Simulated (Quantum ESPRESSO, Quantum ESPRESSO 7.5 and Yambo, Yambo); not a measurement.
## SiO2 (Quartz): one start, several treatments of the self-energy

Wanted: the gap of SiO2 (Quartz) under several approximations, with cost.

Calculated with Quantum ESPRESSO 7.5 and Yambo 5.3.0; LDA and many-body steps on it, plane waves.

### Step 1. The starting structure

The structure is trigonal, space group P3_121 (No. 152). Conventional cell: a = 4.916 Å, b = 4.916 Å, c = 5.409 Å, α = 90.00°, β = 90.00°, γ = 120.00°. Nearest to Si lie 4 O at 1.61 Å. O has 2 Si at 1.61 Å nearest. Farther neighbours and most contacts between anions are not listed.

The cell and positions come from the Crystallography Open Database and are kept as given unless a step says otherwise.

### Step 2. Empty states on the mesh, 3×3×2 mesh, 496 bands

This step: Quantum ESPRESSO 7.5; DFT, LDA, plane waves, norm-conserving pseudopotentials.

The sums over transitions need many empty states on a uniform mesh; this step solves for them.

File pw.in:

```
&control
  calculation = 'nscf'
  prefix = 'x'
  outdir = 'o'
  pseudo_dir = 'pseudo'
/
&system
  ibrav = 0
  nat = 9
  ntyp = 2
  ecutwfc = 72.0
  nbnd = 496
  force_symmorphic = .true.
/
&electrons
  conv_thr = 1e-9
  electron_maxstep = 80
  diago_full_acc = .true.
  diago_thr_init = 5e-6
/
ATOMIC_SPECIES
  Si 28.085 Si.upf
  O 15.999 O.upf
CELL_PARAMETERS angstrom
  4.9158000000 0.0000000000 0.0000000000
  -2.4579000000 4.2572076799 0.0000000000
  0.0000000000 0.0000000000 5.4091000000
ATOMIC_POSITIONS crystal
  Si 0.5303000000 0.0000000000 0.3333333333
  Si 0.0000000000 0.5303000000 0.6666666667
  Si 0.4697000000 0.4697000000 0.0000000000
  O 0.1462000000 0.4142000000 0.8810000000
  O 0.5858000000 0.7320000000 0.2143333333
  O 0.2680000000 0.8538000000 0.5476666667
  O 0.4142000000 0.1462000000 0.1190000000
  O 0.7320000000 0.5858000000 0.7856666667
  O 0.8538000000 0.2680000000 0.4523333333
K_POINTS automatic
  3 3 2 0 0 0
```

The run is started by

```bash
$ OMP_NUM_THREADS=1 mpirun -n 4 pw.x -nk 4 -in pw.in > pw.out
```

The program printed:

```text
Program PWSCF v.7.5 starts

     This program is part of the open-source Quantum ESPRESSO suite
     for quantum simulation of materials; please cite
         "P. Giannozzi et al., J. Phys.:Condens. Matter 21 395502 (2009);
         "P. Giannozzi et al., J. Phys.:Condens. Matter 29 465901 (2017);
         "P. Giannozzi et al., J. Chem. Phys. 152 154105 (2020);
     in publications or presentations arising from this work. More details at

     Atomic positions and unit cell read from directory:
     o/x.save/

     Message from routine setup:
[...]
k = 0.0000 0.3849 0.0000 (  7882 PWs)   bands (ev):

[...]
[... 50 further rows ...]
   142.4088 142.6423 143.0902 143.1210 143.3135 143.5515 143.6367 143.9156
   144.0855 144.2848 144.4750 144.9349 145.0153 145.2670 145.2988 145.4051

          k = 0.0000 0.3849-0.4544 (  7896 PWs)   bands (ev):

     [... further k-points ...]

     highest occupied, lowest unoccupied level (ev):     2.1721    7.9734

     XML data file, pseudopotentials, collected wavefunctions

=------------------------------------------------------------------------------=
   JOB DONE.
=------------------------------------------------------------------------------=
```

Elapsed: 2.7 min, on 4 MPI ranks of Arm Neoverse V1, shared host; peak memory 1.6 GiB; 11 min of CPU time.

This step gave:

| Quantity | Value |
| --- | --- |
| gap | 5.801 eV |
| k of the valence top | 0.3333, 0.3333, 0 |
| k of the conduction bottom | 0, 0, 0 |
| least direct gap | 6.125 eV |
| k points computed | 8 |
| lowest point of the top converged band, above the valence top | 142.3008 eV |

On this mesh the gap is 5.801 eV.

The density comes from a self-consistent run that is not shown.

### Step 3. Conversion and set-up

This step: Yambo 5.3.0; conversion and set-up on LDA, plane waves, norm-conserving pseudopotentials.

The states are converted to the many-body program's format and the q mesh is built.

The run is started by

```bash
$ (cd o/x.save; p2y > p2y.log; mv SAVE ../..); yambo > setup.log
```

The program printed:

```text
 Yambo, version 5.3.0

 [02] CORE Variables Setup
 =========================

  [02.01] Unit cells
  ==================

  Cell kind             :  HCP
  Atoms in the cell     :  Si  O
  number of Si atoms    :  3
  number of O  atoms    :   6

  List of atomic masses
  Mass of Si    :  28.08500
  Mass of O     :  15.99900

  List of atomic coordinates    : [cc]
  Si1       :  4.926230  0.000000  3.407239  order 1
  Si2       : -2.463115  4.266240  6.814478  order 2
  Si3       :  2.181643  3.778716  0.000000  order 3
  O1       : -0.565732  3.332221  9.005333  order 4
[...]
==========================================

 IBZ Q-points                                      :   8
 BZ  Q-points                                      :  18

 K/Q-points units:
 rlu = crystal or reduced units; cc = cartesian coordinates; iku = interal k-units

 Q [1]          [rlu]:  0.000000  0.000000  0.000000
 Q [2]          [rlu]:  0.000000  0.000000 -0.500000
 Q [3]          [rlu]:  0.72872E-17  0.33333       0.0000
[...]
Q [7]          [rlu]: -0.333333  0.333333  0.000000
 Q [8]          [rlu]: -0.333333  0.333333 -0.500000

  [03.01] X indexes
  =================

   [03.01.01] Sigma indexes
   ========================

 [06] Game Over & Game summary
```

Wall time 2.8 s (1 MPI rank); peak memory 0.24 GiB.

### Step 4. G0W0, Godby-Needs plasmon pole

Now the one-shot GW correction: screening in the RPA, then the self-energy of the levels asked for.

This step: G0W0 on LDA, plane waves, norm-conserving pseudopotentials.

File gw2.in:

```
HF_and_locXC
gw0
dyson
ppa
em1d
rim_cut
RandQpts= 1000000
RandGvec= 1 RL
EXXRLvcs= 72 Ry
VXCRLvcs= 288 Ry
Chimod= "HARTREE"
% BndsRnXp
 1 | 216 |
%
NGsBlkXp= 10 Ry
% LongDrXp
 1 | 1 | 1 |
%
% GbndRnge
 1 | 216 |
%
DysSolver= "n"
ExtendOut
PPAPntXp= 27.21138 eV
% QPkrange
 5 | 5 | 23 | 26 |
 1 | 1 | 23 | 26 |
%
```

The run is started by

```bash
$ OMP_NUM_THREADS=2 mpirun -n 2 yambo -F gw2.in -J gw2 -C gw2 > gw2.log
```

The program printed:

```text
 Yambo, version 5.3.0

 [02] CORE Variables Setup
 =========================

  [... cell, symmetries and grids as in the set-up ...]

  [02.05] Energies & Occupations
  ==============================

  [X] === General ===
  [X] Electronic Temperature                        :  0.000000  0.000000 [eV K]
  [X] Bosonic    Temperature                        :  0.000000  0.000000 [eV K]
  [X] Finite Temperature mode                       : no
  [X] El. density                                   :  0.42403E+24 [cm-3]
  [X] Fermi Level                                   :  2.172053 [eV]

  [X] === Gaps and Widths ===
  [X] Conduction Band Min                           :  5.801365 [eV]
  [X] Valence Band Max                              :  0.000000 [eV]
  [X] Filled Bands                                  :  24
  [X] Empty Bands                                   :    25   496
  [X] Direct Gap                                    :  6.125498 [eV]
  [X] Direct Gap localized at k                     :  1
  [X] Indirect Gap                                  :  5.801365 [eV]
  [X] Indirect Gap between kpts                     :   5   1
  [X] Last valence band width                       :  0.596915 [eV]
  [X] 1st conduction band width                     :  3.097078 [eV]

 [03] Transferred momenta grid and indexing
 ==========================================

 IBZ Q-points                                      :   8
 BZ  Q-points                                      :  18

 K/Q-points units:
 rlu = crystal or reduced units; cc = cartesian coordinates; iku = interal k-units

 Q [1]          [rlu]:  0.000000  0.000000  0.000000
 Q [2]          [rlu]:  0.000000  0.000000 -0.500000
 Q [3]          [rlu]:  0.72872E-17  0.33333       0.0000
 Q [4]          [rlu]:  0.72872E-17  0.33333     -0.50000
 Q [5]          [rlu]:  0.333333  0.333333  0.000000
 Q [6]          [rlu]:  0.333333  0.333333 -0.500000
 Q [7]          [rlu]: -0.333333  0.333333  0.000000
 Q [8]          [rlu]: -0.333333  0.333333 -0.500000

 [04] Coloumb potential Random Integration (RIM)
 ===============================================

  [04.01] RIM initialization
  ==========================

  * Diagonal components only detected *

  8 x (sBL volume)        :  0.144317 [a.u.]
  sBZ random points       :  1000000
  Points outside the sBZ  :   7993074
  RL volume               :  0.324712 [a.u.]
  Integrated volume       :  0.324994 [a.u.]

  [04.02] RIM integrals
  =====================

  Gamma point sphere radius             :  0.095146 [a.u.]
  Points outside the sphere             :   799469
  [Int_sBZ(q=0) 1/q^2]*(Vol_sBZ)^(-1/3) =:  7.664728
                                 should be <:  7.795600

  Summary of Coulomb integrals for non-metallic bands |Q|[au] RIM/Bare

  Q [1] 0.100000E-4 0.983212 * Q [7] 0.260336 1.012284
  Q [3] 0.260336 1.012215 * Q [2] 0.307345 1.138708
  Q [8] 0.402785 1.065434 * Q [4] 0.402785 1.065353
  Q [5] 0.450916 1.007191 * Q [6] 0.545698 1.021740

 [WARNING] [Xp] User bands 1-216 break level degeneracy

 [05] Dipoles
 ============

  [05.01] Setup: observables and procedures
  =========================================

  [WARNING] [x,Vnl] slows the Dipoles computation. To neglect it rename the ns.kb_pp file

 [06] Dynamic Dielectric Matrix (PPA)
 ====================================

 [WR./gw2//ndb.pp]---------------------------------------------------------------
  Brillouin Zone Q/K grids (IBZ/BZ)                :   8  18   8  18
  RL vectors                                       :   9395 [WF]
  Coulomb cutoff potential                         : none
  Electronic Temperature                           :  0.000000 [K]
  Bosonic    Temperature                           :  0.000000 [K]
  PPA    diel. fun.  energies                      : Slater exchange(X)+Perdew & Wang(C)
  wavefunctions                                    : Slater exchange(X)+Perdew & Wang(C)
  Global Gauge                                     : length
  X matrix size                                    :   407
  X band range                                     :    1  216
  X e/h energy range                               : -1.000000 -1.000000 [eV]
  X Time ordering                                  : R
  X Hxc Kernel                                     : HARTREE
  X Drude frequency                                :  0.000000  0.000000
  X poles                                          :  100.0000 [o/o]
  RL vectors in the sum                            :   9395
  [r,Vnl] included                                 : yes
  Field direction                                  :  0.577350E-5  0.577350E-5  0.577350E-5
  BZ energy Double Grid                            : no
  BZ energy DbGd points                            : 0
  BZ Q point size factor                           : -1.000000
  X Optical Averaged directions                    : none

 [07] Local Exchange-Correlation + Non-Local Fock
 ================================================

 [VXC] Plane waves :   63145
 [EXS] Plane waves :   7959

 QP @ state[ 1 ] K range:  1  1
 QP @ state[ 1 ] b range:  23  26
 QP @ state[ 2 ] K range:   5   5
 QP @ state[ 2 ] b range:  23  26

 [xc] Functional : Slater exchange(X)+Perdew & Wang(C)
 [xc] LIBXC used to calculate xc functional
  PP Number of Atomic Species                      :  2
  NLCC RL compoments                               :   63145
  PP Number of Atomic Species                      :  2
  NLCC RL compoments                               :   63145

 [xc] E_xc :  -24.88627 [Ha]
      E_xc :  -49.77254 [Ry]

  Local XC kind (lXC) : Slater exchange(X)+Perdew & Wang(C)
  Non-Local XC kind (nlXC) : Hartree-Fock

  Corrections @ K [1] :  [eV]
 <23|nlXC|23> = -25.06674 -0.44094E-17 <23|lXC|23> = -19.28076  0.37763E-15
 <24|nlXC|24> = -25.06523 -0.13045E-16 <24|lXC|24> = -19.28076  0.000000
 <25|nlXC|25> = -6.490484 -0.29917E-18 <25|lXC|25> = -11.30930  0.35403E-16
 <26|nlXC|26> = -5.316477 -0.55043E-18 <26|lXC|26> = -10.83373 -0.37763E-15

  Corrections @ K [5] :  [eV]
 <23|nlXC|23> = -25.37676 -0.35640E-17 <23|lXC|23> = -19.49812  0.47204E-16
 <24|nlXC|24> = -25.61633 -0.12032E-16 <24|lXC|24> = -19.84005  0.000000
 <25|nlXC|25> = -7.118706  0.79572E-18 <25|lXC|25> = -12.56942 -0.23602E-16
 <26|nlXC|26> = -7.117994 -0.11415E-17 <26|lXC|26> = -12.56942 -0.94408E-16

 [08] Dyson equation: Newton solver
 ==================================

  [08.01] G0W0 (W PPA)
  ====================

  [  GW  ] Bands range     :    1  216
  [GW/PPA] G damping       :  0.100000 [eV]

  QP @ state[ 1 ] K range:  1  1
  QP @ state[ 1 ] b range:  23  26
  QP @ state[ 2 ] K range:   5   5
  QP @ state[ 2 ] b range:  23  26

   Sc/G bands                                       :    1  216
   Sc/G damping                                     :  0.100000 ev
   Sc bands terminator                              : no
   Sx RL components                                 :   7959

   QP @ state[ 1 ] K range                          :  1  1
   QP @ state[ 1 ] b range                          :  23  26
   QP @ state[ 2 ] K range                          :   5   5
   QP @ state[ 2 ] b range                          :  23  26
   GF energies kind                                 : Slater exchange(X)+Perdew & Wang(C)
   GF WF`s kind                                     : Slater exchange(X)+Perdew & Wang(C)
   Xs energies kind                                 : Slater exchange(X)+Perdew & Wang(C)
   Xs WF`s kind                                     : Slater exchange(X)+Perdew & Wang(C)

 [11] Game Over & Game summary
```

The job ended after 4.1 min (2 MPI ranks; peak memory 1.2 GiB).

This step gave:

| Item | Value |
| --- | --- |
| G0W0 gap on the points computed | 8.784 eV |
| starting gap on the mesh | 5.801 eV |
| k of the valence top | 0.3333, 0.3333, 0 |
| k of the conduction bottom | 0, 0, 0 |
| least direct G0W0 gap on the computed points | 9.158 eV |
| Z at the valence top | 0.8184 |
| Z at the conduction bottom | 0.8706 |

The gap on the mesh goes from 5.80 eV to 8.78 eV, a correction of +2.98 eV.

(Part 1 of 2 ends here.)

[Paths, hosts, dates, memory and timing lines, banners, echoed tables and standing remarks are left out of the program output.]

[Logs are printed without paths, hosts, clocks, repeated set-up lines and the standing remarks that a program may print on its own settings, such as how far it seeks lower states.]

[Runs of the session that timed out or met a known fault of the program may be left out.]

[Hosts, paths, dates, database ids (printed as entryN), source tags and the programs' standing remarks are cut or masked in the printed files.]
